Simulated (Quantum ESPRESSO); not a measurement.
# K (Im-3m): electron-phonon coupling, part 2 of 3

How strong is the electron-phonon coupling in K (Im-3m)?

Quantum ESPRESSO 7.5; DFT LDA, scalar-relativistic, plane waves, PseudoDojo norm-conserving pseudopotentials.

So far. Step 2 (A first look): No gap opens on this mesh, so smearing is kept; the start stands at -0.37 GPa. Step 4 (Ground state): The cell stands at -0.008 GPa, close enough for phonons. The relaxed cell has a = 5.045 Å (conventional setting).

The database entry behind the starting cell lists a temperature near 5 K, so it need not match the best structure at ambient conditions.

### Step 7. Linear response on the mesh

Linear response treats each wavevector in the unit cell, with no supercell; the 4×4×4 mesh fixes the range of the force constants to be had. The change of the potential is kept for the electron-phonon matrix elements.

The input, ph.in:

```
phonons
 &inputph
    prefix='x',
    outdir='./tmp',
    fildyn='x.dyn',
    tr2_ph=1.0d-18,
    alpha_mix(1)=0.4,
    nmix_ph=8,
    ldisp=.true.,
    nq1=4,
    nq2=4,
    nq3=4,
    electron_phonon='interpolated',
    fildvscf='dvscf',
    el_ph_sigma=0.005,
    el_ph_nsigma=10,
 /
```

On the command line:

```sh
$ OMP_NUM_THREADS=1 mpirun -n 4 ph.x -nk 4 -in ph.in > ph.out
```

Numbers of over 12 decimals in the logs are rounded to 6 here.

The log of the run:

```text
[banners, grids, parts of the stress and lines that vanish by symmetry left out]
[banner, memory and clock lines left out]
Program PHONON v.7.5

     ./tmp/x.save/

     IMPORTANT: XC functional enforced from input :
     Exchange-correlation= PW
                           (   1   4   0   0   0   0   0)
     Any further DFT definition will be discarded
     Please, verify this is what you really want

     G-vector sticks info

     Reading collected, re-writing distributed wavefunctions in ./tmp/

     Dynamical matrices for ( 4, 4, 4)  uniform grid of q-points
     (   8 q-points):
       N         xq(1)         xq(2)         xq(3)
       1   0.000000000   0.000000000   0.000000000
       2   0.216506351   0.216506351   0.000000000
[...]
Number and degeneracy of irreps per q-point
       N         xq(1)         xq(2)         xq(3)   N irreps
       1   0.000000000   0.000000000   0.000000000       1
        3
       2   0.216506351   0.216506351   0.000000000       3
     No degeneracy
[...]
No degeneracy
[...]
No degeneracy
[...]
3
[...]
1   2
       7  -0.866025404  -0.216506351  -0.216506351       3
     No degeneracy
       8  -0.866025404  -0.866025404  -0.866025404       1
        3

     Saving dvscf to file. Distribute only q points, not irreducible representations.

     Calculation of q =    0.0000000   0.0000000   0.0000000

     phonons

     bravais-lattice index     =            0
     lattice parameter (alat)  =       8.2564  a.u.
     unit-cell volume          =     433.2548 (a.u.)^3
     number of atoms/cell      =            1
     number of atomic types    =            1
     kinetic-energy cut-off    =      72.0000  Ry
     charge density cut-off    =     288.0000  Ry
     convergence threshold     =      1.0E-18
     beta                      =       0.4000
     number of iterations used =            8
     Exchange-correlation= PW
                           (   1   4   0   0   0   0   0)

     celldm(1)=    8.25636  celldm(2)=    0.00000  celldm(3)=    0.00000
     celldm(4)=    0.00000  celldm(5)=    0.00000  celldm(6)=    0.00000

     crystal axes: (cart. coord. in units of alat)
               a(1) = ( -0.5774  0.5774  0.5774 )
               a(2) = (  0.5774 -0.5774  0.5774 )
               a(3) = (  0.5774  0.5774 -0.5774 )

     reciprocal axes: (cart. coord. in units 2 pi/alat)
               b(1) = ( -0.0000  0.8660  0.8660 )
               b(2) = (  0.8660 -0.0000  0.8660 )
               b(3) = (  0.8660  0.8660  0.0000 )

     Atoms inside the unit cell:

     Cartesian axes

     site n.  atom      mass           positions (alat units)
        1  K      39.0983   tau(    1) = (    0.00000    0.00000    0.00000  )

     Computing dynamical matrix for
                    q = (   0.0000000   0.0000000   0.0000000 )

     49 Sym.Ops. (with q -> -q+G )

     G cutoff =  497.2899  (  35793 G-vectors)     FFT grid: ( 45, 45, 45)

     number of k points=    72  Marzari-Vanderbilt smearing, width (Ry)=  0.0200

     PseudoPot. # 1 for K  read from file:
     ./pseudo/K.upf
     Pseudo is Norm-conserving + core correction, Zval =  9.0

     Mode symmetry, O_h (m-3m)  point group:

     Atomic displacements:
     There are    1 irreducible representations

     Representation     1      3 modes -  To be done

     Alpha used in Ewald sum =   2.8000

     Representation #   1 modes #   1   2   3

     Self-consistent Calculation
      iter #   1   av.it.:   6.6
      thresh= 1.000E-02 alpha_mix =  0.400 |ddv_scf|^2 =  4.632E-07
      iter #   2   av.it.:  10.4
      thresh= 6.806E-05 alpha_mix =  0.400 |ddv_scf|^2 =  2.407E-08
[...]
End of self-consistent calculation

     Convergence has been achieved

     Number of q in the star =    1
     List of q in the star:
[...]
Diagonalizing the dynamical matrix

     q = (    0.000000000   0.000000000   0.000000000 )

 **************************************************************************
     freq (    1) =      -0.021821 [THz] =      -0.727874 [cm-1]
     freq (    2) =      -0.021821 [THz] =      -0.727874 [cm-1]
     freq (    3) =      -0.021821 [THz] =      -0.727874 [cm-1]
 **************************************************************************

     Mode symmetry, O_h (m-3m)  point group:

     freq (   1-   3) =         -0.7  [cm-1]   --> T_1u G_15  G_4- I
     Electron-phonon interaction  ...

     [... narrower broadenings left out ...]
     Gaussian Broadening:   0.020 Ry, ngauss=   0
     DOS =  5.031233 states/spin/Ry/Unit Cell at Ef=  2.192886 eV
     lambda(    1)=  0.0000   gamma=    0.00 GHz
     lambda(    2)=  0.0000   gamma=    0.00 GHz
     lambda(    3)=  0.0000   gamma=    0.00 GHz
     [... wider broadenings left out ...]

     Number of q in the star =    1
     List of q in the star:
[...]
Calculation of q =    0.2165064   0.2165064   0.0000000
     [... set-up and bands at k+q left out ...]

     Mode symmetry, C_2v (mm2)  point group:

     Atomic displacements:
     There are    3 irreducible representations

     Representation     1      1 modes -  To be done

[...]
Message from routine init_vloc:
     Interpolation table for Vloc re-allocated

     Alpha used in Ewald sum =   2.8000

     Representation #   1 mode #   1

     Self-consistent Calculation

[...]
[... iterations left out ...]
[...]
End of self-consistent calculation

     Convergence has been achieved

     Representation #   2 mode #   2

[...]
[... iterations left out ...]
[...]
Convergence has been achieved

[...]
Convergence has been achieved

[...]
Diagonalizing the dynamical matrix

     q = (    0.216506351   0.216506351   0.000000000 )

[...]
freq (    1) =       0.367504 [THz] =      12.258607 [cm-1]
     freq (    2) =       1.117401 [THz] =      37.272493 [cm-1]
     freq (    3) =       1.768886 [THz] =      59.003671 [cm-1]
[...]
Mode symmetry, C_2v (mm2)  point group:

     freq (   1-   1) =         12.3  [cm-1]   --> B_1  D_3  S_3
     freq (   2-   2) =         37.3  [cm-1]   --> B_2  D_4  S_4
     freq (   3-   3) =         59.0  [cm-1]   --> A_1  D_1  S_1
     Electron-phonon interaction  ...

     [... narrower broadenings left out ...]
     Gaussian Broadening:   0.020 Ry, ngauss=   0
     DOS =  5.031233 states/spin/Ry/Unit Cell at Ef=  2.192886 eV
     lambda(    1)=  0.0000   gamma=    0.04 GHz
     lambda(    2)=  0.0095   gamma=    0.06 GHz
     lambda(    3)=  0.1237   gamma=    1.86 GHz
     [... wider broadenings left out ...]

[...]
[... set-up and bands at k+q left out ...]

     Mode symmetry, D_2h (mmm)  point group:

[...]
Convergence has been achieved

[...]
Convergence has been achieved

[...]
Convergence has been achieved

[...]
q = (   -0.433012702  -0.433012702   0.000000000 )

[...]
freq (    1) =       0.507951 [THz] =      16.943422 [cm-1]
     freq (    2) =       1.584623 [THz] =      52.857319 [cm-1]
     freq (    3) =       2.524579 [THz] =      84.210894 [cm-1]
[...]
Mode symmetry, D_2h (mmm)  point group:

     freq (   1-   1) =         16.9  [cm-1]   --> B_2u
     freq (   2-   2) =         52.9  [cm-1]   --> B_1u
     freq (   3-   3) =         84.2  [cm-1]   --> B_3u
[...]
lambda(    1)=  0.0000   gamma=    0.12 GHz
     lambda(    2)=  0.0099   gamma=    0.12 GHz
     lambda(    3)=  0.0734   gamma=    2.25 GHz
[...]
Mode symmetry, C_s (m)     point group:

[...]
Convergence has been achieved

[...]
Convergence has been achieved

[...]
Convergence has been achieved

[...]
q = (    0.433012702   0.216506351   0.216506351 )

[...]
freq (    1) =       0.964941 [THz] =      32.186963 [cm-1]
     freq (    2) =       1.763273 [THz] =      58.816449 [cm-1]
     freq (    3) =       2.313196 [THz] =      77.159916 [cm-1]
[...]
Mode symmetry, C_s (m)     point group:

     freq (   1-   1) =         32.2  [cm-1]   --> A'
     freq (   2-   2) =         58.8  [cm-1]   --> A''
     freq (   3-   3) =         77.2  [cm-1]   --> A'
[...]
lambda(    1)=  0.0310   gamma=    0.14 GHz
     lambda(    2)=  0.0234   gamma=    0.35 GHz
     lambda(    3)=  0.0642   gamma=    1.65 GHz
[...]
Mode symmetry, T_d (-43m)  point group:

[...]
Representation #   1 modes #   1   2   3

[...]
Convergence has been achieved

[...]
q = (    0.433012702   0.433012702   0.433012702 )

[...]
freq (    1) =       1.892038 [THz] =      63.111601 [cm-1]
     freq (    2) =       1.892038 [THz] =      63.111601 [cm-1]
     freq (    3) =       1.892038 [THz] =      63.111601 [cm-1]
[...]
Mode symmetry, T_d (-43m)  point group:

     freq (   1-   3) =         63.1  [cm-1]   --> T_2  G_15 P_4
[...]
lambda(    1)=  0.0404   gamma=    0.69 GHz
     lambda(    2)=  0.0414   gamma=    0.71 GHz
     lambda(    3)=  0.0413   gamma=    0.71 GHz
[...]
Mode symmetry, C_4v (4mm)  point group:

[...]
Convergence has been achieved

     Representation #   2 modes #   2   3

[...]
Convergence has been achieved

[...]
q = (    0.000000000   0.000000000   0.433012702 )

[...]
freq (    1) =       1.617579 [THz] =      53.956619 [cm-1]
     freq (    2) =       1.617579 [THz] =      53.956619 [cm-1]
     freq (    3) =       1.777766 [THz] =      59.299894 [cm-1]
[...]
Mode symmetry, C_4v (4mm)  point group:

     freq (   1-   2) =         54.0  [cm-1]   --> E    G_5 D_5
     freq (   3-   3) =         59.3  [cm-1]   --> A_1  G_1 D_1
[...]
lambda(    1)=  0.0118   gamma=    0.15 GHz
     lambda(    2)=  0.0118   gamma=    0.15 GHz
     lambda(    3)=  0.1145   gamma=    1.74 GHz
[...]
Calculation of q =   -0.8660254  -0.2165064  -0.2165064
     [... set-up and bands at k+q left out ...]

     Mode symmetry, C_2v (mm2)  point group:

     Atomic displacements:
     There are    3 irreducible representations

[...]
Representation     3      1 modes -  To be done

     Alpha used in Ewald sum =   2.8000

[...]
Convergence has been achieved

     Representation #   2 mode #   2

[...]
Convergence has been achieved

     Representation #   3 mode #   3

     Self-consistent Calculation

[...]
[... iterations left out ...]
[...]
End of self-consistent calculation

     Convergence has been achieved

[...]
Diagonalizing the dynamical matrix

     q = (   -0.866025404  -0.216506351  -0.216506351 )

[...]
freq (    1) =       1.625752 [THz] =      54.229244 [cm-1]
     freq (    2) =       2.000953 [THz] =      66.744617 [cm-1]
     freq (    3) =       2.430368 [THz] =      81.068352 [cm-1]
[...]
Mode symmetry, C_2v (mm2)  point group:

     freq (   1-   1) =         54.2  [cm-1]   --> A_1  D_1  S_1
     freq (   2-   2) =         66.7  [cm-1]   --> B_1  D_3  S_3
     freq (   3-   3) =         81.1  [cm-1]   --> B_2  D_4  S_4
     Electron-phonon interaction  ...

     [... narrower broadenings left out ...]
     Gaussian Broadening:   0.020 Ry, ngauss=   0
     DOS =  5.031233 states/spin/Ry/Unit Cell at Ef=  2.192886 eV
     lambda(    1)=  0.0239   gamma=    0.30 GHz
     lambda(    2)=  0.0089   gamma=    0.17 GHz
     lambda(    3)=  0.0413   gamma=    1.17 GHz
     [... wider broadenings left out ...]

[...]
Calculation of q =   -0.8660254  -0.8660254  -0.8660254
     [... set-up and bands at k+q left out ...]

     Mode symmetry, O_h (m-3m)  point group:

     Atomic displacements:
     There are    1 irreducible representations

     Representation     1      3 modes -  To be done

     Alpha used in Ewald sum =   2.8000

     Representation #   1 modes #   1   2   3

     Self-consistent Calculation

      iter #   1   av.it.:   6.8
      thresh= 1.000E-02 alpha_mix =  0.400 |ddv_scf|^2 =  1.128E-06

      [... iterations left out ...]
      iter #   9   av.it.:  10.9
      thresh= 1.980E-10 alpha_mix =  0.400 |ddv_scf|^2 =  1.230E-20

     End of self-consistent calculation

     Convergence has been achieved

     Number of q in the star =    1
     List of q in the star:
          1  -0.866025404  -0.866025404  -0.866025404

     Diagonalizing the dynamical matrix

     q = (   -0.866025404  -0.866025404  -0.866025404 )

 **************************************************************************
     freq (    1) =       2.348080 [THz] =      78.323526 [cm-1]
     freq (    2) =       2.348080 [THz] =      78.323526 [cm-1]
     freq (    3) =       2.348080 [THz] =      78.323526 [cm-1]
 **************************************************************************

     Mode symmetry, O_h (m-3m)  point group:

     freq (   1-   3) =         78.3  [cm-1]   --> T_1u G_15  G_4-
     Electron-phonon interaction  ...

     [... narrower broadenings left out ...]
     Gaussian Broadening:   0.020 Ry, ngauss=   0
     DOS =  5.031233 states/spin/Ry/Unit Cell at Ef=  2.192886 eV
     lambda(    1)=  0.0102   gamma=    0.27 GHz
     lambda(    2)=  0.0106   gamma=    0.28 GHz
     lambda(    3)=  0.0106   gamma=    0.28 GHz
     [... wider broadenings left out ...]

     Number of q in the star =    1
     List of q in the star:
          1  -0.866025404  -0.866025404  -0.866025404


[key lines of the parts left out:]
the Fermi energy is     2.1977 ev
```

Run time: 59 min. Hardware: 4 MPI ranks of Arm Neoverse V1, shared host; 3.9 h of CPU time.

Read from the output:

- largest acoustic frequency at the zone centre before the sum rule: -0.73 cm⁻¹
- lowest mode on the q mesh (acoustic ones at the zone centre apart): 12.26 cm⁻¹

Frequencies (cm⁻¹) at each irreducible wavevector; negative means imaginary. Frequencies by wavevector:

```tsv
q (fractions)	star	mode 1	mode 2	mode 3
0 0 0	1	-0.73	-0.73	-0.73
0 0 0.25	12	12.26	37.27	59
0 0 -0.5	6	16.94	52.86	84.21
0 0.25 0.25	24	32.19	58.82	77.16
0.25 0.25 0.25	2	63.11	63.11	63.11
0.25 0.25 -0.25	6	53.96	53.96	59.3
0.25 -0.5 -0.5	12	54.23	66.74	81.07
-0.5 -0.5 -0.5	1	78.32	78.32	78.32
```

Couplings of single modes at a Gaussian broadening of 0.02 Ry, as ph.x prints them; it sets λ to zero for modes under 20 cm⁻¹. Mode couplings:

```tsv
q (fractions)	mode	frequency (cm⁻¹)	λ	linewidth γ (GHz)
0 0 0.25	1	12.26	0	0.04
0 0 0.25	2	37.27	0.0095	0.06
0 0 0.25	3	59	0.1237	1.86
0 0 -0.5	1	16.94	0	0.12
0 0 -0.5	2	52.86	0.0099	0.12
0 0 -0.5	3	84.21	0.0734	2.25
0 0.25 0.25	1	32.19	0.031	0.14
0 0.25 0.25	2	58.82	0.0234	0.35
0 0.25 0.25	3	77.16	0.0642	1.65
0.25 0.25 0.25	1	63.11	0.0404	0.69
0.25 0.25 0.25	2	63.11	0.0414	0.71
0.25 0.25 0.25	3	63.11	0.0413	0.71
0.25 0.25 -0.25	1	53.96	0.0118	0.15
0.25 0.25 -0.25	2	53.96	0.0118	0.15
0.25 0.25 -0.25	3	59.3	0.1145	1.74
0.25 -0.5 -0.5	1	54.23	0.0239	0.3
0.25 -0.5 -0.5	2	66.74	0.0089	0.17
0.25 -0.5 -0.5	3	81.07	0.0413	1.17
-0.5 -0.5 -0.5	1	78.32	0.0102	0.27
-0.5 -0.5 -0.5	2	78.32	0.0106	0.28
-0.5 -0.5 -0.5	3	78.32	0.0106	0.28
```

The acoustic modes at Γ come out as far as 0.7 cm⁻¹ from zero, where they should vanish, a small numerical error.

### Step 8. Fourier transform to real space

The dynamical matrices of the mesh are Fourier-transformed to force constants in real space.

The input, q2r.in:

```
 &input
    fildyn='x.dyn',
    zasr='crystal',
    flfrc='x.fc',
    la2F=.true.,
 /
```

On the command line:

```sh
$ q2r.x < q2r.in > q2r.out
```

The log of the run:

```text
[banners, grids, parts of the stress and lines that vanish by symmetry left out]
[banner, memory and clock lines left out]
Program Q2R v.7.5

  reading grid info from file x.dyn0

  reading force constants from file x.dyn1
  Dielectric Tensor not found
  nqs=            1
 q=   0.00000000  0.00000000  0.00000000
  reading force constants from file x.dyn2
  nqs=           12
 q=   0.21650635  0.21650635 -0.00000000
[...]
reading force constants from file x.dyn7
  nqs=           12
[...]
q=  -0.21650635  0.21650635  0.86602540
  reading force constants from file x.dyn8
  nqs=            1
 q=  -0.86602540 -0.86602540 -0.86602540

      q-space grid ok, #points =   64

      fft-check success (sum of imaginary terms < 10^-12)

   Preparing gamma for a2F

 Broadening =      0.005
      q-space grid ok, #points =   64

      fft-check success (sum of imaginary terms < 10^-12)

 Broadening =      0.010
[...]
Broadening =      0.045
      q-space grid ok, #points =   64

      fft-check success (sum of imaginary terms < 10^-12)

 Broadening =      0.050
      q-space grid ok, #points =   64

      fft-check success (sum of imaginary terms < 10^-12)
```

It took 0.47 s on 1 thread.

### Step 9. Interpolated phonon bands

From the force constants any wavevector is cheap; points of the mesh come back as solved, but for the sum rule and, in polar crystals, the LO-TO term at Γ; the rest is interpolation.

The input, matdyn.in:

```
 &input
    asr='crystal',
    flfrc='x.fc',
    flfrq='x.freq',
    flvec='x.modes',
    q_in_band_form=.true.,
    q_in_cryst_coord=.true.,
 /
8
  0.0000000   0.0000000   0.0000000  12  ! GAMMA
  0.5000000  -0.5000000   0.5000000  12  ! H
  0.0000000   0.0000000   0.5000000  12  ! N
  0.0000000   0.0000000   0.0000000  12  ! GAMMA
  0.2500000   0.2500000   0.2500000  12  ! P
  0.5000000  -0.5000000   0.5000000   1  ! H
  0.2500000   0.2500000   0.2500000  12  ! P
  0.0000000   0.0000000   0.5000000   1  ! N
```

On the command line:

```sh
$ matdyn.x -in matdyn.in > matdyn.out
```

The log of the run:

```text
[banner, memory and clock lines left out]
Program MATDYN v.7.5

 mass for atomic type   1 not given; uses mass from file x.fc
 Norm of the difference between old and new effective charges:    0.000000

 Norm of the difference between old and new force-constants:   3.39915e-07

     Message from routine matdyn:
     Z* not found in file x.fc, TO-LO splitting at q=0 will be absent!
     Message from routine matdyn:
     Z* not found in file x.fc, TO-LO splitting at q=0 will be absent!

Note: The following floating-point exceptions are signalling: IEEE_UNDERFLOW_FLAG
```

Run time: 0.46 s. Hardware: 1 thread.

This step gave:

| Item | Value |
| --- | --- |
| lowest frequency on the path | 0 cm⁻¹ |
| mean frequency | 54.2 cm⁻¹ |
| Debye temperature (second moment) | 107 K |
| logarithmic mean frequency | 49.7 cm⁻¹ |

Matdyn.x, sum rule crystal. The phonon branches at the labelled points (cm⁻¹):

```tsv
point	branch 1	branch 2	branch 3
Γ	0	0	0
halfway	54	54	59
H	78	78	78
halfway	54	67	81
N	17	53	84
halfway	12	37	59
Γ	0	0	0
halfway	34	34	68
P	63	63	63
halfway	42	75	75
H	78	78	78
jump to P	63	63	63
halfway	38	58	79
N	17	53	84
```

The phonon branches as a text plot (rows in cm⁻¹):

```
     82 |                ******                               ***
     79 |           *****      *                        ***  *
     75 |          *  **                     **     ****  *
     72 |         *    *        *           *      *     *  *
     68 |        *      **                 *   *  *     *
     65 |       *                                *         *
     61 |       *       * *               *     *          ***
     58 |      *           *     *             *       *   *  *
     54 |      *         *  **                *  *             **
     51 |     *               *   *      *   *        *     *
     47 |     *                **                 *
     44 |    *                                               *
     40 |                 *        *    *   *      * *
     37 |    *                   *                  *
     33 |   *              *      *        *                  *
     30 |   *
     26 |                   *      *   *  *
     23 |  *                        *    *                     *
     19 |  *                                                    *
     16 |                    ****       *
     12 | *                      *  ** *
      9 | *                       **
      5 |                           **
      2 |*                           **
         Γ           H       N        Γ         P        H|P    N
```

Lowest modes at the softest wavevector of the mesh; phase exp(i q.(R + tau)). Modes at q = (0.250, 0.000, -0.250):

```tsv
mode	frequency (cm⁻¹)
1	12.3
2	37.3
3	59.0
```

Displacements in mode 1 (12.3 cm⁻¹), the largest set to 1, in the home cell:
```
K1  1.00 0.00 1.00
```

Displacements in mode 2 (37.3 cm⁻¹), the largest set to 1, in the home cell:
```
K1  0.00 1.00 0.00
```

Force constants by pair (phonopy on the run's constants); pairs near half the supercell's span include their periodic images. Pair force constants, by row:

```tsv
atom	neighbour	distance (Å)	third of the trace (eV/Å²)	along the pair's line (eV/Å²)
K1	itself	0	0.4778	–
K1	K	4.369	-0.054	-0.1781
K1	K	5.045	-0.0111	-0.0285
K1	K	7.135	0.0025	0.0063
```

Harmonic mean-square displacement, third of the trace. Mean-square displacements:

```tsv
T (K)	K1 U_eq (Å²)
0	0.00984
100	0.04739
300	0.1394
600	0.2784
```

Mode patterns, pair constants, displacements and means over the zone were worked out by phonopy from the force constants of q2r.x.

All branches are real along the path.

(Continued in part 3 of 3.)

[Host names and launcher messages were left out of these logs when they were recorded.]

[Logs are printed without paths, hosts, clocks, repeated set-up lines and the standing remarks that a program may print on its own settings, such as how far it seeks lower states.]

[Hosts, paths, dates, database ids (printed as entryN), source tags and the programs' standing remarks are cut or masked in the printed files.]
